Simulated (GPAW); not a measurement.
**Work function of OH/Ti(0001) at several levels**

How far do functional and basis move the work function of OH/Ti(0001)?

Calculated with GPAW 26.7.0; GPAW, PAW setups; slab in vacuum, relaxation, in the first sound run; inputs show where later runs differ.

Report form: the programs' logs are mostly left out.

## 1. The starting structure

The cell holds 6 atoms: 4 Ti, 1 O and 1 H. Its edges and angles: a = 2.950 Å, b = 2.950 Å, c = 27.492 Å, α = 90.0°, β = 90.0°, γ = 60.0°. Vacuum lies along c.

## 2. Relaxing the atoms

The atoms are relaxed first, since the surface dipole, and with it the work function, follows the positions of the outer layers. The lowest 2 atoms are held at bulk positions and keep their forces.

run.py

```python
import json
import numpy as np
from ase import Atoms
from ase.constraints import FixAtoms
from ase.optimize import BFGS
from gpaw import GPAW, PW

slab = Atoms(
    ['Ti', 'Ti', 'Ti', 'Ti', 'O', 'H'],
    positions=[
        [2.95000, 1.70318, 9.00000],
        [0.00000, 0.00000, 11.34230],
        [2.95000, 1.70318, 13.68460],
        [0.00000, 0.00000, 16.02690],
        [2.95000, 1.70318, 17.51242],
        [2.95000, 1.70318, 18.49242]],
    cell=[[2.95, 0.0, 0.0], [1.475, 2.55477, 0.0], [0.0, 0.0, 27.49242]],
    pbc=[True, True, False])

slab.calc = GPAW(mode=PW(500), xc='PBE', kpts={'size': (12, 12, 1), 'gamma': True},
                 occupations={'name': 'fermi-dirac', 'width': 0.1}, nbands='160%',
                 convergence={'density': 1e-05}, maxiter=200,
                 poissonsolver={'dipolelayer': 'xy'},
                 symmetry={'tolerance': 1e-3, 'extra_ids': [1, 1, 0, 0, 0, 0]}, txt='slab.txt')
result = {}
slab.set_constraint(FixAtoms([0, 1]))
path = []
opt = BFGS(slab, maxstep=0.2)
opt.attach(lambda: path.append((slab.get_potential_energy(), slab.positions.tolist(), slab.get_forces().tolist())))
result['relaxed'] = bool(opt.run(fmax=0.03, steps=40))
result['path'] = path
energy = slab.get_potential_energy()
fermi = slab.calc.get_fermi_level()
v = slab.calc.get_electrostatic_potential().mean((0, 1)) - fermi
n = slab.calc.get_pseudo_density().mean((0, 1))
L = slab.cell[2, 2]
z = np.arange(len(v)) * L / len(v)
low, high = slab.positions[:, 2].min(), slab.positions[:, 2].max()
below, above = np.interp([low - 6.8, high + 6.8], z, v)
slopes = [np.interp(x, z, np.gradient(v, z)) for x in (low - 6.8, high + 6.8)]
eps = np.array([[slab.calc.get_eigenvalues(k, s) for k in range(len(slab.calc.get_ibz_k_points()))]
                for s in range(slab.calc.get_number_of_spins())]) - fermi
top, bottom = eps[eps < 0].max(), eps[eps > 0].min()
dipole = slab.get_dipole_moment()[2]
print(f'energy {energy:.4f} eV, Fermi level {fermi:.4f} eV, dipole {dipole:.5f} e A')
print(f'potential 6.8 A off the faces, from the Fermi level: lower {below:.4f} eV, upper {above:.4f} eV')
print(f'slope of the potential there: lower {slopes[0]:.5f}, upper {slopes[1]:.5f} eV/A')
print(f'nearest levels on the mesh: {top:.4f} and {bottom:.4f} eV')
print('magnetic moment', round(slab.get_magnetic_moment(), 3))
result.update(energy=energy, fermi=fermi, dipole=dipole, below=below, above=above, slopes=slopes, edges=[top, bottom],
              z=z.tolist(), v=v.tolist(), n=n.tolist(), positions=slab.positions.tolist(),
              forces=slab.get_forces(apply_constraint=False).tolist(), moments=slab.get_magnetic_moments().tolist())
json.dump(result, open('result.json', 'w'))
```

Command:

```
> OMP_NUM_THREADS=1 OPENBLAS_NUM_THREADS=1 python run.py
```

Run time: 21 min. Hardware: 1 thread of Intel Xeon Platinum 8488C (Sapphire Rapids), shared host; peak memory 0.29 GiB.

This run has no spin polarisation, although Ti can carry a moment.

Relaxation path:

```tsv
step	energy less that of the first step (eV)	largest force (eV/Å)
1	0.0000	1.9126
2	-0.0799	1.4300
3	-0.1932	0.7994
4	-0.2028	0.4485
5	-0.2132	0.4380
6	-0.2238	0.6153
7	-0.2391	0.4680
8	-0.2416	0.1901
9	-0.2422	0.0802
10	-0.2425	0.1299
11	-0.2442	0.2977
12	-0.2466	0.4036
13	-0.2495	0.3724
14	-0.2512	0.1785
15	-0.2516	0.0231
```

The atoms that moved most (Å):

```tsv
atom	dx	dy	dz	length
O5	0.000	0.000	-0.199	0.199
H6	0.000	0.000	-0.197	0.197
Ti3	0.000	0.000	0.055	0.055
```

The relaxed structure:

```xyz
6
Lattice="2.9500 0.0000 0.0000 1.4750 2.5548 0.0000 0.0000 0.0000 27.4924" Properties=species:S:1:pos:R:3
Ti    2.9500    1.7032    9.0000
Ti    0.0000    0.0000   11.3423
Ti    2.9500    1.7032   13.7396
Ti    0.0000    0.0000   16.0312
O     2.9500    1.7032   17.3137
H     2.9500    1.7032   18.2957
```

Numbers from this step:

```yaml
dipole_along_the_normal: 0.1009 e·Å
levels_nearest_the_fermi_level_on_the_mesh: -0.006911, 0.03824 eV from the Fermi level
upper_work_function: 1.984 eV
lower_work_function: 4.405 eV
```

The electrostatic potential energy of an electron (without an applied field's), less the Fermi level, planar mean oscillates, so the rows of the table below give means over windows of 1 Å about each position, cut where the curve ends. Its maxima inside the range that stand out by 2 % of the span (Å: eV): 3.1: 4.40, 10.2: -0.210, 12.5: -0.101, 14.9: -0.363, 16.9: -6.06, 17.9: -0.458. Its minima: 9.0: -19.6, 11.4: -19.5, 13.7: -19.5, 16.0: -20.1, 17.3: -11.6, 18.3: -1.64.

The electrostatic potential energy of an electron (without an applied field's), less the Fermi level, planar mean by z; means over each step:

```tsv
z (Å)	electrostatic potential energy of an electron (without an applied field's), less the Fermi level, planar mean (eV)
0	3.95
1	4.40
2	4.40
3	4.40
4	4.40
5	4.40
6	4.32
7	3.62
8	-1.62
9	-15.4
10	-2.32
11	-12.3
12	-6.76
13	-5.38
14	-13.4
15	-2.32
16	-15.8
17	-8.63
18	-2.03
19	0.599
20	1.63
21	1.88
22	1.95
23	1.98
24	1.98
25	1.98
26	1.98
27	2.13
```

The pseudo valence density, planar mean oscillates, so the rows of the table below give means over windows of 2.29 Å about each position, cut where the curve ends. Its maxima inside the range that stand out by 2 % of the span (Å: e/Å³): 9.0: 1.62, 11.3: 1.58, 13.7: 1.62, 16.0: 1.62, 17.4: 0.966. Its minima: 10.1: 0.192, 12.6: 0.180, 14.9: 0.205, 16.8: 0.549.

Pseudo valence density, planar mean against z; means over each step:

```tsv
z (Å)	pseudo valence density, planar mean (e/Å³)
3.44	1.5e-5
5.72	0.00260
8.02	0.450
10.30	0.664
12.59	0.622
14.88	0.698
17.18	0.725
19.46	0.0252
21.75	4.5e-4
24.04	2.7e-5
```

The relaxation lowered the energy of the cell by 0.252 eV (energies extrapolated to zero smearing; the optimiser's log prints free energies). The largest force left on a free atom is 0.023 eV/Å.

## 3. The slab's potential

The work function is the vacuum plateau of the electrostatic potential less the Fermi level; a dipole layer lets the two faces have plateaus of their own.

This step: GPAW, PAW setups; slab in vacuum (GPAW 26.7.0).

Edit run.py of step 2 so:

```diff
@@ -3,4 +3,2 @@
 from ase import Atoms
-from ase.constraints import FixAtoms
-from ase.optimize import BFGS
 from gpaw import GPAW, PW
@@ -12,6 +10,6 @@
         [0.00000, 0.00000, 11.34230],
-        [2.95000, 1.70318, 13.68460],
-        [0.00000, 0.00000, 16.02690],
-        [2.95000, 1.70318, 17.51242],
-        [2.95000, 1.70318, 18.49242]],
+        [2.95000, 1.70318, 13.73963],
+        [-0.00000, -0.00000, 16.03117],
+        [2.95000, 1.70318, 17.31372],
+        [2.95000, 1.70318, 18.29574]],
     cell=[[2.95, 0.0, 0.0], [1.475, 2.55477, 0.0], [0.0, 0.0, 27.49242]],
@@ -23,10 +21,4 @@
                  poissonsolver={'dipolelayer': 'xy'},
-                 symmetry={'tolerance': 1e-3, 'extra_ids': [1, 1, 0, 0, 0, 0]}, txt='slab.txt')
+                 symmetry={'tolerance': 1e-3}, txt='slab.txt')
 result = {}
-slab.set_constraint(FixAtoms([0, 1]))
-path = []
-opt = BFGS(slab, maxstep=0.2)
-opt.attach(lambda: path.append((slab.get_potential_energy(), slab.positions.tolist(), slab.get_forces().tolist())))
-result['relaxed'] = bool(opt.run(fmax=0.03, steps=40))
-result['path'] = path
 energy = slab.get_potential_energy()
```

It took 2.3 min on 1 thread; peak memory 0.29 GiB.

This step gave:

| Quantity | Value |
| --- | --- |
| levels nearest the Fermi level on the mesh | -0.006913, 0.03829 eV from the Fermi level |

The electrostatic potential energy of an electron (without an applied field's), less the Fermi level, planar mean oscillates, so the rows of the table below give means over windows of 1 Å about each position, cut where the curve ends. Its maxima inside the range that stand out by 2 % of the span (Å: eV): 3.1: 4.41, 10.2: -0.210, 12.5: -0.101, 14.9: -0.363, 16.9: -6.06, 17.9: -0.458. Its minima: 9.0: -19.6, 11.4: -19.5, 13.7: -19.5, 16.0: -20.1, 17.3: -11.6, 18.3: -1.64.

The electrostatic potential energy of an electron (without an applied field's), less the Fermi level, planar mean by z; means over each step:

```tsv
z (Å)	electrostatic potential energy of an electron (without an applied field's), less the Fermi level, planar mean (eV)
0	3.95
1	4.40
2	4.40
3	4.40
4	4.40
5	4.40
6	4.32
7	3.62
8	-1.62
9	-15.4
10	-2.32
11	-12.3
12	-6.76
13	-5.38
14	-13.4
15	-2.32
16	-15.8
17	-8.63
18	-2.03
19	0.599
20	1.62
21	1.88
22	1.95
23	1.97
24	1.98
25	1.98
26	1.98
27	2.13
```

The pseudo valence density, planar mean oscillates, so the rows of the table below give means over windows of 2.29 Å about each position, cut where the curve ends. Its maxima inside the range that stand out by 2 % of the span (Å: e/Å³): 9.0: 1.62, 11.3: 1.58, 13.7: 1.62, 16.0: 1.62, 17.4: 0.966. Its minima: 10.1: 0.192, 12.6: 0.180, 14.9: 0.205, 16.8: 0.549.

Table of pseudo valence density, planar mean by z; means over each step:

z (Å), pseudo valence density, planar mean (e/Å³) and a bar:
```
     3.44       0.00 
     5.72       0.00 
     8.02       0.45 ###################
    10.30       0.66 ###########################
    12.59       0.62 ##########################
    14.88       0.70 #############################
    17.18       0.73 ##############################
    19.46       0.03 #
    21.75       0.00 
    24.04       0.00
```

Force by atom:

```tsv
atom	x (eV/Å)	y (eV/Å)	z (eV/Å)	size
Ti1	0.000	0.000	0.545	0.545
Ti2	0.000	0.000	-0.512	0.512
Ti3	0.000	0.000	0.001	0.001
Ti4	0.000	0.000	0.007	0.007
O5	0.000	0.000	0.021	0.021
H6	0.000	0.000	-0.023	0.023
```

The potential is flat to 9.7e-4 eV/Å where it is read, so the vacuum is wide enough.

## 4. Self-consistent run: xc = "revPBE"

The same geometry under revPBE, to see how far the functional moves the levels against the vacuum.

Edit run.py of step 3 so:

```diff
@@ -17,3 +17,3 @@
 
-slab.calc = GPAW(mode=PW(500), xc='PBE', kpts={'size': (12, 12, 1), 'gamma': True},
+slab.calc = GPAW(mode=PW(500), xc='revPBE', kpts={'size': (12, 12, 1), 'gamma': True},
                  occupations={'name': 'fermi-dirac', 'width': 0.1}, nbands='160%',
```

Elapsed: 2.2 min, on 1 thread; peak memory 0.29 GiB.

This step gave:

- dipole along the normal: 0.1032 e·Å
- levels nearest the Fermi level on the mesh: -0.005155, 0.03409 eV from the Fermi level
- upper work function: 1.827 eV
- lower work function: 4.305 eV

The electrostatic potential energy of an electron (without an applied field's), less the Fermi level, planar mean oscillates, so the rows of the table below give means over windows of 1 Å about each position, cut where the curve ends. Its maxima inside the range that stand out by 2 % of the span (Å: eV): 2.7: 4.30, 10.2: -0.288, 12.5: -0.181, 14.9: -0.440, 16.9: -6.18, 17.9: -0.591. Its minima: 9.0: -19.7, 11.4: -19.6, 13.7: -19.6, 16.0: -20.2, 17.3: -11.7, 18.3: -1.78.

Table of electrostatic potential energy of an electron (without an applied field's), less the Fermi level, planar mean by z; means over each step:

```tsv
z (Å)	electrostatic potential energy of an electron (without an applied field's), less the Fermi level, planar mean (eV)
0	3.84
1	4.30
2	4.30
3	4.30
4	4.30
5	4.30
6	4.22
7	3.53
8	-1.70
9	-15.5
10	-2.40
11	-12.4
12	-6.84
13	-5.46
14	-13.5
15	-2.40
16	-15.9
17	-8.76
18	-2.17
19	0.431
20	1.44
21	1.70
22	1.79
23	1.82
24	1.82
25	1.83
26	1.83
27	1.98
```

The pseudo valence density, planar mean oscillates, so the rows of the table below give means over windows of 2.29 Å about each position, cut where the curve ends. Its maxima inside the range that stand out by 2 % of the span (Å: e/Å³): 9.0: 1.62, 11.3: 1.58, 13.7: 1.62, 16.0: 1.62, 17.4: 0.967. Its minima: 10.1: 0.192, 12.6: 0.181, 14.9: 0.205, 16.8: 0.548.

Table of pseudo valence density, planar mean by z; means over each step:

```tsv
z (Å)	pseudo valence density, planar mean (e/Å³)
3.44	1.6e-5
5.72	0.00256
8.02	0.450
10.30	0.664
12.59	0.622
14.88	0.698
17.18	0.725
19.46	0.0251
21.75	4.6e-4
24.04	3.4e-5
```

Force by atom:

```tsv
atom	x (eV/Å)	y (eV/Å)	z (eV/Å)	size
Ti1	0.000	0.000	0.432	0.432
Ti2	0.000	0.000	-0.506	0.506
Ti3	0.000	0.000	0.002	0.002
Ti4	0.000	0.000	-0.106	0.106
O5	0.000	0.000	0.275	0.275
H6	0.000	0.000	-0.046	0.046
```

The upper face's work function is 1.827 eV, against 1.984 eV in the first plane-wave PBE run at this geometry.

## 5. Self-consistent run: xc = "RPBE"

The same geometry under RPBE, to see how far the functional moves the levels against the vacuum.

Edit run.py of step 4 so:

```diff
@@ -17,3 +17,3 @@
 
-slab.calc = GPAW(mode=PW(500), xc='revPBE', kpts={'size': (12, 12, 1), 'gamma': True},
+slab.calc = GPAW(mode=PW(500), xc='RPBE', kpts={'size': (12, 12, 1), 'gamma': True},
                  occupations={'name': 'fermi-dirac', 'width': 0.1}, nbands='160%',
```

Wall time 2.1 min (1 thread); peak memory 0.29 GiB.

Numbers from this step:

```yaml
dipole_along_the_normal: 0.1018 e·Å
levels_nearest_the_fermi_level_on_the_mesh: -0.004319, 0.03320 eV from the Fermi level
upper_work_function: 1.852 eV
lower_work_function: 4.295 eV
```

The upper face's work function is 1.852 eV, against 1.984 eV in the first plane-wave PBE run at this geometry.

## 6. Self-consistent run: xc = "LDA"

The same geometry under LDA, to see how far the functional moves the levels against the vacuum.

Edit run.py of step 5 so:

```diff
@@ -17,3 +17,3 @@
 
-slab.calc = GPAW(mode=PW(500), xc='RPBE', kpts={'size': (12, 12, 1), 'gamma': True},
+slab.calc = GPAW(mode=PW(500), xc='LDA', kpts={'size': (12, 12, 1), 'gamma': True},
                  occupations={'name': 'fermi-dirac', 'width': 0.1}, nbands='160%',
```

Run time: 2 min. Hardware: 1 thread; peak memory 0.29 GiB.

This step gave:

- dipole along the normal: 0.09830 e·Å
- levels nearest the Fermi level on the mesh: -0.01524, 0.03609 eV from the Fermi level
- upper work function: 2.228 eV
- lower work function: 4.586 eV

The electrostatic potential energy of an electron (without an applied field's), less the Fermi level, planar mean oscillates, so the rows of the table below give means over windows of 1 Å about each position, cut where the curve ends. Its maxima inside the range that stand out by 2 % of the span (Å: eV): 3.1: 4.59, 10.2: 0.0847, 12.5: 0.198, 14.9: -0.0650, 16.9: -5.66, 17.9: -0.158. Its minima: 9.0: -19.3, 11.4: -19.2, 13.7: -19.2, 16.0: -19.7, 17.3: -11.3, 18.3: -1.38.

Table of electrostatic potential energy of an electron (without an applied field's), less the Fermi level, planar mean by z; means over each step:

```tsv
z (Å)	electrostatic potential energy of an electron (without an applied field's), less the Fermi level, planar mean (eV)
0	4.14
1	4.59
2	4.59
3	4.59
4	4.59
5	4.58
6	4.50
7	3.82
8	-1.36
9	-15.2
10	-2.02
11	-12.0
12	-6.44
13	-5.06
14	-13.1
15	-2.02
16	-15.4
17	-8.26
18	-1.74
19	0.876
20	1.90
21	2.14
22	2.20
23	2.22
24	2.23
25	2.23
26	2.23
27	2.37
```

The upper face's work function is 2.228 eV, against 1.984 eV in the first plane-wave PBE run at this geometry.

## 7. Self-consistent run: xc = "vdW-DF2"

The same geometry under vdW-DF2, to see how far the functional moves the levels against the vacuum (the van der Waals functionals take revPBE setups).

Edit run.py of step 6 so:

```diff
@@ -17,3 +17,3 @@
 
-slab.calc = GPAW(mode=PW(500), xc='LDA', kpts={'size': (12, 12, 1), 'gamma': True},
+slab.calc = GPAW(mode=PW(500), xc='vdW-DF2', kpts={'size': (12, 12, 1), 'gamma': True},
                  occupations={'name': 'fermi-dirac', 'width': 0.1}, nbands='160%',
```

It took 3.2 min on 1 thread; peak memory 0.49 GiB.

This step gave:

- dipole along the normal: 0.07444 e·Å
- levels nearest the Fermi level on the mesh: -0.01884, 0.02977 eV from the Fermi level
- upper work function: 2.829 eV
- lower work function: 4.614 eV

The electrostatic potential energy of an electron (without an applied field's), less the Fermi level, planar mean oscillates, so the rows of the table below give means over windows of 1 Å about each position, cut where the curve ends. Its maxima inside the range that stand out by 2 % of the span (Å: eV): 2.7: 4.61, 10.2: -0.344, 12.5: -0.203, 14.9: -0.481, 16.9: -5.84, 17.9: -0.0229. Its minima: 9.0: -19.5, 11.4: -19.3, 13.7: -19.3, 16.0: -20.0, 17.3: -11.2, 18.3: -1.09.

Table of electrostatic potential energy of an electron (without an applied field's), less the Fermi level, planar mean by z; means over each step:

```tsv
z (Å)	electrostatic potential energy of an electron (without an applied field's), less the Fermi level, planar mean (eV)
0	4.28
1	4.61
2	4.61
3	4.61
4	4.61
5	4.60
6	4.50
7	3.73
8	-1.51
9	-15.3
10	-2.41
11	-12.2
12	-6.75
13	-5.39
14	-13.4
15	-2.41
16	-15.7
17	-8.38
18	-1.56
19	1.29
20	2.40
21	2.69
22	2.78
23	2.81
24	2.82
25	2.83
26	2.83
27	2.94
```

The upper face's work function is 2.829 eV, against 1.984 eV in the first plane-wave PBE run at this geometry.

## 8. OptPBE vdW: xc = "optPBE-vdW"

The same geometry under optPBE-vdW, to see how far the functional moves the levels against the vacuum (the van der Waals functionals take revPBE setups).

Edit run.py of step 7 so:

```diff
@@ -17,3 +17,3 @@
 
-slab.calc = GPAW(mode=PW(500), xc='vdW-DF2', kpts={'size': (12, 12, 1), 'gamma': True},
+slab.calc = GPAW(mode=PW(500), xc='optPBE-vdW', kpts={'size': (12, 12, 1), 'gamma': True},
                  occupations={'name': 'fermi-dirac', 'width': 0.1}, nbands='160%',
```

Wall time 2.6 min (1 thread); peak memory 0.49 GiB.

Numbers from this step:

```yaml
dipole_along_the_normal: 0.09168 e·Å
levels_nearest_the_fermi_level_on_the_mesh: -0.01370, 0.04099 eV from the Fermi level
upper_work_function: 2.349 eV
lower_work_function: 4.549 eV
```

The electrostatic potential energy of an electron (without an applied field's), less the Fermi level, planar mean oscillates, so the rows of the table below give means over windows of 1 Å about each position, cut where the curve ends. Its maxima inside the range that stand out by 2 % of the span (Å: eV): 2.7: 4.55, 10.2: -0.236, 12.5: -0.114, 14.9: -0.376, 16.9: -5.93, 17.9: -0.259. Its minima: 9.0: -19.5, 11.4: -19.4, 13.7: -19.4, 16.0: -20.0, 17.3: -11.4, 18.3: -1.40.

Table of electrostatic potential energy of an electron (without an applied field's), less the Fermi level, planar mean by z; means over each step:

```tsv
z (Å)	electrostatic potential energy of an electron (without an applied field's), less the Fermi level, planar mean (eV)
0	4.13
1	4.55
2	4.55
3	4.55
4	4.55
5	4.53
6	4.44
7	3.70
8	-1.56
9	-15.4
10	-2.33
11	-12.2
12	-6.72
13	-5.34
14	-13.4
15	-2.32
16	-15.7
17	-8.49
18	-1.82
19	0.907
20	1.97
21	2.23
22	2.31
23	2.34
24	2.35
25	2.35
26	2.35
27	2.48
```

The upper face's work function is 2.349 eV, against 1.984 eV in the first plane-wave PBE run at this geometry.

[end of part 1 of 2]

[Logs are printed without paths, hosts, clocks, repeated set-up lines and the standing remarks that a program may print on its own settings, such as how far it seeks lower states.]

[Hosts, paths, dates, database ids (printed as entryN), source tags and the programs' standing remarks are cut or masked in the printed files.]
